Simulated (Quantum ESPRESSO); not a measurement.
# The states of the two spins in CrSiTe3, part 2 of 2

Aim: the densities of states of CrSiTe3 in the lowest state of several starts.

Quantum ESPRESSO 7.5; LDA; plane waves with GBRV 1.5 LDA potentials, no spin-orbit coupling.

So far, absolute magnetization (μB): step 2 (ground-state run) 7.52.

### 3. Post-processing

Level of this step: LDA; plane waves with GBRV 1.5 LDA potentials, no spin-orbit coupling, projections on orthogonalised atomic orbitals (Quantum ESPRESSO).

Contents of projwfc.in:

```
&PROJWFC
  prefix = 'pwscf'
  outdir = './tmp'
  filpdos = 'pdos'
  ngauss = 0
  degauss = 0.01
  DeltaE = 0.05
  Emin = -3.23
  Emax = 10.77
/
```

On the command line:

```console
OMP_NUM_THREADS=1 mpirun -n 4 projwfc.x -nk 4 -in projwfc.in > projwfc.out
```

The log of the run:

```text
[banner, memory and clock lines left out]
Program PROJWFC v.7.5 starts

     [... lines left out ...]
     IMPORTANT: XC functional enforced from input :
     Exchange-correlation= PZ
                           (   1   1   0   0   0   0   0)
     Any further DFT definition will be discarded
     Please, verify this is what you really want

     G-vector sticks info

     negative rho (up, down):  0.000E+00 6.936E-03

     Gaussian broadening (read from input): ngauss,degauss=   0    0.010000

     Calling projwave ....

  Problem Sizes
  natomwfc =           52
  nbnd     =           56
  nkstot   =           28
  npwx     =         8473
  nkb      =          150

     Atomic states used for projection
     (read from pseudopotential files):

     state #   1: atom   1 (Cr ), wfc  1 (l=0 m= 1)
     state #   2: atom   1 (Cr ), wfc  2 (l=1 m= 1)
     state #   3: atom   1 (Cr ), wfc  2 (l=1 m= 2)
     state #   4: atom   1 (Cr ), wfc  2 (l=1 m= 3)
     state #   5: atom   1 (Cr ), wfc  3 (l=0 m= 1)
     state #   6: atom   1 (Cr ), wfc  4 (l=2 m= 1)
     state #   7: atom   1 (Cr ), wfc  4 (l=2 m= 2)
     state #   8: atom   1 (Cr ), wfc  4 (l=2 m= 3)
     state #   9: atom   1 (Cr ), wfc  4 (l=2 m= 4)
     state #  10: atom   1 (Cr ), wfc  4 (l=2 m= 5)
     state #  11: atom   2 (Cr ), wfc  1 (l=0 m= 1)
     state #  12: atom   2 (Cr ), wfc  2 (l=1 m= 1)
     state #  13: atom   2 (Cr ), wfc  2 (l=1 m= 2)
     state #  14: atom   2 (Cr ), wfc  2 (l=1 m= 3)
     state #  15: atom   2 (Cr ), wfc  3 (l=0 m= 1)
     state #  16: atom   2 (Cr ), wfc  4 (l=2 m= 1)
     state #  17: atom   2 (Cr ), wfc  4 (l=2 m= 2)
     state #  18: atom   2 (Cr ), wfc  4 (l=2 m= 3)
     state #  19: atom   2 (Cr ), wfc  4 (l=2 m= 4)
     state #  20: atom   2 (Cr ), wfc  4 (l=2 m= 5)
     state #  21: atom   3 (Si ), wfc  1 (l=0 m= 1)
     state #  22: atom   3 (Si ), wfc  2 (l=1 m= 1)
     state #  23: atom   3 (Si ), wfc  2 (l=1 m= 2)
     state #  24: atom   3 (Si ), wfc  2 (l=1 m= 3)
     state #  25: atom   4 (Si ), wfc  1 (l=0 m= 1)
     state #  26: atom   4 (Si ), wfc  2 (l=1 m= 1)
     state #  27: atom   4 (Si ), wfc  2 (l=1 m= 2)
     state #  28: atom   4 (Si ), wfc  2 (l=1 m= 3)
     state #  29: atom   5 (Te ), wfc  1 (l=0 m= 1)
     state #  30: atom   5 (Te ), wfc  2 (l=1 m= 1)
     state #  31: atom   5 (Te ), wfc  2 (l=1 m= 2)
     state #  32: atom   5 (Te ), wfc  2 (l=1 m= 3)
     state #  33: atom   6 (Te ), wfc  1 (l=0 m= 1)
     state #  34: atom   6 (Te ), wfc  2 (l=1 m= 1)
     state #  35: atom   6 (Te ), wfc  2 (l=1 m= 2)
     state #  36: atom   6 (Te ), wfc  2 (l=1 m= 3)
     state #  37: atom   7 (Te ), wfc  1 (l=0 m= 1)
     state #  38: atom   7 (Te ), wfc  2 (l=1 m= 1)
     state #  39: atom   7 (Te ), wfc  2 (l=1 m= 2)
     state #  40: atom   7 (Te ), wfc  2 (l=1 m= 3)
     state #  41: atom   8 (Te ), wfc  1 (l=0 m= 1)
     state #  42: atom   8 (Te ), wfc  2 (l=1 m= 1)
     state #  43: atom   8 (Te ), wfc  2 (l=1 m= 2)
     state #  44: atom   8 (Te ), wfc  2 (l=1 m= 3)
     state #  45: atom   9 (Te ), wfc  1 (l=0 m= 1)
     state #  46: atom   9 (Te ), wfc  2 (l=1 m= 1)
     state #  47: atom   9 (Te ), wfc  2 (l=1 m= 2)
     state #  48: atom   9 (Te ), wfc  2 (l=1 m= 3)
     state #  49: atom  10 (Te ), wfc  1 (l=0 m= 1)
     state #  50: atom  10 (Te ), wfc  2 (l=1 m= 1)
     state #  51: atom  10 (Te ), wfc  2 (l=1 m= 2)
     state #  52: atom  10 (Te ), wfc  2 (l=1 m= 3)

 [... projections of the bands left out ...]

Lowdin Charges:

     Atom #   1: total charge =  13.1331, s =  2.5670, p =  5.9979, d =  4.5682,
                 spin up      =   8.2425, s =  1.3098,
                 spin up      =   8.2425, p =  2.9994, pz=  0.9998, px=  0.9998, py=  0.9998,
                 spin up      =   8.2425, d =  3.9333, dz2=  0.9596, dxz=  0.6518, dyz=  0.6518, dx2-y2=  0.8351, dxy=  0.8351,
                 spin down    =   4.8906, s =  1.2572,
                 spin down    =   4.8906, p =  2.9985, pz=  0.9995, px=  0.9995, py=  0.9995,
                 spin down    =   4.8906, d =  0.6349, dz2=  0.0553, dxz=  0.1848, dyz=  0.1848, dx2-y2=  0.1050, dxy=  0.1050,
                 polarization =   3.3519, s =  0.0526, p =  0.0009, d =  3.2984,
     Atom #   2: total charge =  13.1331, s =  2.5670, p =  5.9979, d =  4.5682,
                 spin up      =   8.2425, s =  1.3098,
                 spin up      =   8.2425, p =  2.9994, pz=  0.9998, px=  0.9998, py=  0.9998,
                 spin up      =   8.2425, d =  3.9333, dz2=  0.9596, dxz=  0.6518, dyz=  0.6518, dx2-y2=  0.8351, dxy=  0.8351,
                 spin down    =   4.8906, s =  1.2572,
                 spin down    =   4.8906, p =  2.9985, pz=  0.9995, px=  0.9995, py=  0.9995,
                 spin down    =   4.8906, d =  0.6349, dz2=  0.0553, dxz=  0.1848, dyz=  0.1848, dx2-y2=  0.1050, dxy=  0.1050,
                 polarization =   3.3519, s =  0.0526, p =  0.0009, d =  3.2984,
     Atom #   3: total charge =   3.8951, s =  1.2808, p =  2.6143, d =  0.0000,
                 spin up      =   1.9735, s =  0.6420,
                 spin up      =   1.9735, p =  1.3315, pz=  0.4700, px=  0.4308, py=  0.4308,
                 spin up      =   1.9735, d =  0.0000, dz2=  0.0000, dxz=  0.0000, dyz=  0.0000, dx2-y2=  0.0000, dxy=  0.0000,
                 spin down    =   1.9217, s =  0.6389,
                 spin down    =   1.9217, p =  1.2828, pz=  0.4506, px=  0.4161, py=  0.4161,
                 spin down    =   1.9217, d =  0.0000, dz2=  0.0000, dxz=  0.0000, dyz=  0.0000, dx2-y2=  0.0000, dxy=  0.0000,
                 polarization =   0.0518, s =  0.0031, p =  0.0487, d =  0.0000,
     Atom #   4: total charge =   3.8951, s =  1.2808, p =  2.6143, d =  0.0000,
                 spin up      =   1.9735, s =  0.6420,
                 spin up      =   1.9735, p =  1.3315, pz=  0.4700, px=  0.4308, py=  0.4308,
                 spin up      =   1.9735, d =  0.0000, dz2=  0.0000, dxz=  0.0000, dyz=  0.0000, dx2-y2=  0.0000, dxy=  0.0000,
                 spin down    =   1.9217, s =  0.6389,
                 spin down    =   1.9217, p =  1.2828, pz=  0.4506, px=  0.4161, py=  0.4161,
                 spin down    =   1.9217, d =  0.0000, dz2=  0.0000, dxz=  0.0000, dyz=  0.0000, dx2-y2=  0.0000, dxy=  0.0000,
                 polarization =   0.0518, s =  0.0031, p =  0.0487, d =  0.0000,
     Atom #   5: total charge =   6.1979, s =  1.8542, p =  4.3437, d =  0.0000,
                 spin up      =   3.0191, s =  0.9283,
                 spin up      =   3.0191, p =  2.0908, pz=  0.7736, px=  0.6930, py=  0.6241,
                 spin up      =   3.0191, d =  0.0000, dz2=  0.0000, dxz=  0.0000, dyz=  0.0000, dx2-y2=  0.0000, dxy=  0.0000,
                 spin down    =   3.1788, s =  0.9259,
                 spin down    =   3.1788, p =  2.2529, pz=  0.8363, px=  0.7568, py=  0.6597,
                 spin down    =   3.1788, d =  0.0000, dz2=  0.0000, dxz=  0.0000, dyz=  0.0000, dx2-y2=  0.0000, dxy=  0.0000,
                 polarization =  -0.1597, s =  0.0023, p = -0.1621, d =  0.0000,
     Atom #   6: total charge =   6.1979, s =  1.8542, p =  4.3437, d =  0.0000,
                 spin up      =   3.0191, s =  0.9283,
                 spin up      =   3.0191, p =  2.0908, pz=  0.7736, px=  0.5921, py=  0.7251,
                 spin up      =   3.0191, d =  0.0000, dz2=  0.0000, dxz=  0.0000, dyz=  0.0000, dx2-y2=  0.0000, dxy=  0.0000,
                 spin down    =   3.1788, s =  0.9259,
                 spin down    =   3.1788, p =  2.2529, pz=  0.8363, px=  0.6134, py=  0.8031,
                 spin down    =   3.1788, d =  0.0000, dz2=  0.0000, dxz=  0.0000, dyz=  0.0000, dx2-y2=  0.0000, dxy=  0.0000,
                 polarization =  -0.1597, s =  0.0023, p = -0.1621, d =  0.0000,
     Atom #   7: total charge =   6.1979, s =  1.8542, p =  4.3437, d =  0.0000,
                 spin up      =   3.0191, s =  0.9283,
                 spin up      =   3.0191, p =  2.0908, pz=  0.7736, px=  0.6906, py=  0.6265,
                 spin up      =   3.0191, d =  0.0000, dz2=  0.0000, dxz=  0.0000, dyz=  0.0000, dx2-y2=  0.0000, dxy=  0.0000,
                 spin down    =   3.1788, s =  0.9259,
                 spin down    =   3.1788, p =  2.2529, pz=  0.8363, px=  0.7546, py=  0.6619,
                 spin down    =   3.1788, d =  0.0000, dz2=  0.0000, dxz=  0.0000, dyz=  0.0000, dx2-y2=  0.0000, dxy=  0.0000,
                 polarization =  -0.1597, s =  0.0023, p = -0.1621, d =  0.0000,
     Atom #   8: total charge =   6.1979, s =  1.8542, p =  4.3437, d =  0.0000,
                 spin up      =   3.0191, s =  0.9283,
                 spin up      =   3.0191, p =  2.0908, pz=  0.7736, px=  0.6906, py=  0.6265,
                 spin up      =   3.0191, d =  0.0000, dz2=  0.0000, dxz=  0.0000, dyz=  0.0000, dx2-y2=  0.0000, dxy=  0.0000,
                 spin down    =   3.1788, s =  0.9259,
                 spin down    =   3.1788, p =  2.2529, pz=  0.8363, px=  0.7546, py=  0.6619,
                 spin down    =   3.1788, d =  0.0000, dz2=  0.0000, dxz=  0.0000, dyz=  0.0000, dx2-y2=  0.0000, dxy=  0.0000,
                 polarization =  -0.1597, s =  0.0023, p = -0.1621, d =  0.0000,
     Atom #   9: total charge =   6.1979, s =  1.8542, p =  4.3437, d =  0.0000,
                 spin up      =   3.0191, s =  0.9283,
                 spin up      =   3.0191, p =  2.0908, pz=  0.7736, px=  0.5921, py=  0.7251,
                 spin up      =   3.0191, d =  0.0000, dz2=  0.0000, dxz=  0.0000, dyz=  0.0000, dx2-y2=  0.0000, dxy=  0.0000,
                 spin down    =   3.1788, s =  0.9259,
                 spin down    =   3.1788, p =  2.2529, pz=  0.8363, px=  0.6134, py=  0.8031,
                 spin down    =   3.1788, d =  0.0000, dz2=  0.0000, dxz=  0.0000, dyz=  0.0000, dx2-y2=  0.0000, dxy=  0.0000,
                 polarization =  -0.1597, s =  0.0023, p = -0.1621, d =  0.0000,
     Atom #  10: total charge =   6.1979, s =  1.8542, p =  4.3437, d =  0.0000,
                 spin up      =   3.0191, s =  0.9283,
                 spin up      =   3.0191, p =  2.0908, pz=  0.7736, px=  0.6930, py=  0.6241,
                 spin up      =   3.0191, d =  0.0000, dz2=  0.0000, dxz=  0.0000, dyz=  0.0000, dx2-y2=  0.0000, dxy=  0.0000,
                 spin down    =   3.1788, s =  0.9259,
                 spin down    =   3.1788, p =  2.2529, pz=  0.8363, px=  0.7568, py=  0.6597,
                 spin down    =   3.1788, d =  0.0000, dz2=  0.0000, dxz=  0.0000, dyz=  0.0000, dx2-y2=  0.0000, dxy=  0.0000,
                 polarization =  -0.1597, s =  0.0023, p = -0.1621, d =  0.0000,
     Spilling Parameter:   0.0105
```

The job ended after 2.9 s (4 MPI ranks of Arm Neoverse V1, shared host; peak memory 0.56 GiB).

The density of states has structure finer than the step of the table below, so its rows give means over 0.5 eV, whole bins alone (the curve runs from -9.00 to 5.05 eV). Peaks (eV: height): up -2.90: 7.3, -1.00: 8.89, 1.10: 4.89, 3.55: 5.16; down -2.40: 6.68, -1.55: 7.27, 1.60: 11.1, 2.25: 5.92; Cr1 d up -2.85: 1.12, -1.00: 3.18, 1.10: 1; Cr1 d down 0.35: 0.579, 1.20: 2.15, 1.60: 4.34, 2.30: 1.58; Si3 p up -4.80: 0.491, 2.85: 0.618, 3.50: 0.756, 4.25: 0.764.

Gaussian broadening of 0.136 eV on the SCF mesh. Table of density of states by energy, zero at the Fermi level; means over each step; 7 of 8 lines; values in states/eV/cell:

| energy (eV) | up | down | Cr1 d up | Cr1 d down | Si3 p up | Si3 p down | Te5 p up |
| --- | --- | --- | --- | --- | --- | --- | --- |
| -8.5 | 0.552 | 0.461 | 0.00178 | 9.1e-4 | 0.0250 | 0.0218 | 0.0187 |
| -8.0 | 1.44 | 1.53 | 0.00674 | 0.00435 | 0.0701 | 0.0766 | 0.0430 |
| -7.5 | 0.00673 | 0.0100 | 3.3e-5 | 2.7e-5 | 3.3e-4 | 5.1e-4 | 1.9e-4 |
| -7.0 | 4.7e-4 | 6.8e-5 | 4.8e-6 | 0 | 1.4e-5 | 0 | 3.4e-5 |
| -6.5 | 1.83 | 1.60 | 0.0181 | 0.00884 | 0.0648 | 0.0571 | 0.127 |
| -6.0 | 0.175 | 0.401 | 0.00197 | 0.00269 | 0.00616 | 0.0141 | 0.0120 |
| -5.5 | 0.00107 | 0 | 9.6e-6 | 0 | 9.7e-5 | 0 | 1.1e-4 |
| -5.0 | 2.35 | 1.04 | 0.0499 | 0.00939 | 0.224 | 0.109 | 0.250 |
| -4.5 | 3.46 | 3.76 | 0.0711 | 0.0323 | 0.368 | 0.413 | 0.359 |
| -4.0 | 2.58 | 3.14 | 0.0789 | 0.0293 | 0.295 | 0.405 | 0.260 |
| -3.5 | 3.23 | 2.22 | 0.168 | 0.0249 | 0.203 | 0.176 | 0.376 |
| -3.0 | 5.63 | 3.09 | 0.754 | 0.0569 | 0.178 | 0.151 | 0.587 |
| -2.5 | 6.22 | 5.64 | 1.01 | 0.224 | 0.159 | 0.221 | 0.589 |
| -2.0 | 4.48 | 4.77 | 0.601 | 0.256 | 0.115 | 0.152 | 0.457 |
| -1.5 | 6.53 | 5.54 | 1.49 | 0.387 | 0.226 | 0.101 | 0.453 |
| -1.0 | 7.85 | 4.10 | 2.73 | 0.185 | 0.172 | 0.146 | 0.282 |
| -0.5 | 3.56 | 0.634 | 0.823 | 0.0130 | 0.0475 | 0.0139 | 0.283 |
| 0.0 | 0.215 | 0.183 | 0.0330 | 0.0331 | 0.00614 | 0.0108 | 0.0204 |
| 0.5 | 2.82 | 1.05 | 0.641 | 0.279 | 0.0767 | 0.0828 | 0.192 |
| 1.0 | 4.36 | 3.89 | 0.923 | 1.48 | 0.0718 | 0.108 | 0.353 |
| 1.5 | 0.966 | 7.61 | 0.136 | 2.93 | 0.0219 | 0.136 | 0.0895 |
| 2.0 | 1.75 | 4.76 | 0.0455 | 1.29 | 0.133 | 0.219 | 0.141 |
| 2.5 | 2.87 | 4.61 | 0.0586 | 1.19 | 0.322 | 0.196 | 0.212 |
| 3.0 | 2.49 | 4.49 | 0.0262 | 0.521 | 0.408 | 0.440 | 0.159 |
| 3.5 | 3.73 | 2.36 | 0.0403 | 0.144 | 0.569 | 0.335 | 0.146 |
| 4.0 | 2.65 | 3.13 | 0.0207 | 0.146 | 0.442 | 0.466 | 0.0873 |
| 4.5 | 2.44 | 3.39 | 0.0185 | 0.108 | 0.336 | 0.507 | 0.0881 |

### 4. Outcome

- state: ferromagnetic
- largest moment in a sphere: 3.05 μB

What this shows: Distinct peaks of the density of states (up) stand at -4.80, -2.90, -1.00, 1.10 and 3.55 eV; the one at -0.998 eV is strongest. These are Kohn–Sham states without spin–orbit coupling, on the mesh of the self-consistent run.

[Logs and program files are shortened in this print: banners, set-up blocks, solver, clock and traceback lines can be left out without a mark of their own.]

[Logs are printed without paths, hosts, clocks, repeated set-up lines and the standing remarks that a program may print on its own settings, such as how far it seeks lower states.]

[Hosts, paths, dates, database ids (printed as entryN), source tags and the programs' standing remarks are cut or masked in the printed files.]

[Where a cell is said to come from a database of computed structures, the database is the Materials Project.]
